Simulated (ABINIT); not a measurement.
Planning a run of ABINIT 10.8.3 on Te2Mo (P6_3/mmc). The input:

```
acell 3*1.0 Angstrom
rprim 
  3.518200000003 -0.000000000001 0.000000000000
  -1.759100000001 3.046850575598 0.000000000000
  0.000000000000 0.000000000000 13.973600000000
ntypat 2
znucl 52 42
natom 6
typat 1 1 1 1 2 2
xred 
  0.333333333333 0.666666666667 0.621000000000
  0.666666666667 0.333333333333 0.121000000000
  0.333333333333 0.666666666667 0.879000000000
  0.666666666667 0.333333333333 0.379000000000
  0.333333333333 0.666666666667 0.250000000000
  0.666666666667 0.333333333333 0.750000000000
pp_dirpath "pseudos"
pseudos "Te.upf, Mo.upf"
ecut 36
ngkpt 3 3 1
nshiftk 1
shiftk 0 0 0
kptopt 1
chksymbreak 0
istwfk *1
occopt 1
irdwfk 1
optdriver 3
nband 119
ecuteps 5.6
inclvkb 2
awtr 1
symchi 1
gwcomp 1
gwencomp 3
indata_prefix "in"
outdata_prefix "out"
tmpdata_prefix "tmp"
```

```sh
OMP_NUM_THREADS=1 mpirun -n 8 abinit run.abi > log
```

**Question.** How long will it take on 8 MPI ranks of Intel Xeon Platinum 8488C (Sapphire Rapids), shared host, and how much memory?

It took 54 s; on shared hardware allow 27 s to 1.8 min. Peak host memory was 2.8 GiB.

[Paths, hosts, dates, memory and timing lines, banners, echoed tables and standing remarks are left out of the program output.]

[Logs are printed without paths, hosts, clocks, repeated set-up lines and the standing remarks that a program may print on its own settings, such as how far it seeks lower states.]

[Runs of the session that timed out or met a known fault of the program may be left out.]

[Hosts, paths, dates, database ids (printed as entryN), source tags and the programs' standing remarks are cut or masked in the printed files.]

[G0W0 gaps are taken among the corrected bands and points alone; a level outside them can change the order at an edge.]

[Where Ansatz stands beside ABINIT at settings called matched, ABINIT's density can come from a denser mesh and the files from another edition; pairs whose starting gaps differed by over 0.03 eV were left out, so agreement reads better than it is.]
